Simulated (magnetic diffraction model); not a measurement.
# Magnetic neutron pattern of Tb2TiAlFeOs

Space group Amm2 (no. 38), a = 8.5700 Å, b = 5.3800 Å, c = 9.5050 Å.

| site | atom | x | y | z |
| --- | --- | --- | --- | --- |
| 4c | Os | 0.7583 | 1/2 | 0.4965 |
| 4c | Tb | 0.8200 | 1/2 | 0.1620 |
| 4c | Tb | 0.7022 | 0 | 0.3455 |
| 4d | Fe | 0 | 0.7351 | 0.4200 |
| 2b | Ti | 1/2 | 1/2 | 0.3353 |
| 2a | Ti | 0 | 0 | 0.1587 |
| 4e | Al | 1/2 | 0.7512 | 0.0806 |

The compound is invented for this exercise: a known structure type with other elements, its cell scaled to their sizes and not relaxed.

Only Tb is taken to order (form factors of Tb3+); orders and moment sizes are assumed, and not adapted to the symmetry. Radiation: neutrons of λ = 1.909 Å, 8° to 35°; isotropic B of 0.11 Å² (Os), 0.1 Å² (Tb), 0.18 Å² (Fe), 0.19 Å² (Ti) and 0.18 Å² (Al). The intensities are simulated: I ∝ L Σ (|F_N|² + |F_M⊥|²) for unpolarised neutrons, with F_M = 2.695 fm/μB × Σ f(s) S exp(2πi Q·r) exp(−B s²) at Q = H ± k (one set where k and −k are equivalent), only the part normal to Q counting and L = 1/(sin²θ cos θ). For collinear order S is the moment m, which repeats by lattice and centring translations R with the sign exp(−2πi k·R). Form factors are spin-only for 3d ions and dipole or tabulated for f ions, scattering lengths are Sears's of 1992, and absorption is left out. A label names one of the reflections at its angle. The strongest nuclear line in the range is 100, and lines under 0.2 are left out.

Assume the order k = (0 1/2 1/2), collinear moments along [101], 6.8 μB on Tb; signs + at (0.8200, 1/2, 0.1620), + at (0.7022, 0, 0.3455), − at (0.2978, 0, 0.3455), − at (0.1800, 1/2, 0.1620).

Predict the pattern, nuclear and magnetic parts apart.

```tsv
2θ (°)	index	nuclear	magnetic
12.79	(1 0 0)	87.9	0.0
17.37	(1 1/2 1/2)	0.0	994.7
23.17	(0 0 2)	100.0	0.0
23.53	(0 1 1)	3.1	0.0
23.93	(1 1/2 -3/2)	0.0	3.8
25.74	(2 0 0)	56.8	0.0
26.55	(1 0 2)	69.3	0.0
26.87	(1 1 1)	90.7	0.0
28.36	(2 1/2 1/2)	0.0	49.6
32.90	(2 1/2 -3/2)	0.0	134.0
33.55	(1 1/2 5/2)	0.0	143.1
34.05	(1 3/2 -1/2)	0.0	302.8
34.91	(2 0 2)	6.4	0.0
```

The strongest magnetic line in the range is (1 1/2 1/2) at 17.37° (994.7). On top of the Lorentz factor, which all lines share, magnetic lines fade with angle because f falls: for Tb3+ it is 0.95, 0.82, 0.66 and 0.36 at sin θ/λ = 0.1, 0.2, 0.3 and 0.5 Å⁻¹, while nuclear lengths stay constant. The order has no net moment.

[Logs are printed without paths, hosts, clocks, repeated set-up lines and the standing remarks that a program may print on its own settings, such as how far it seeks lower states.]
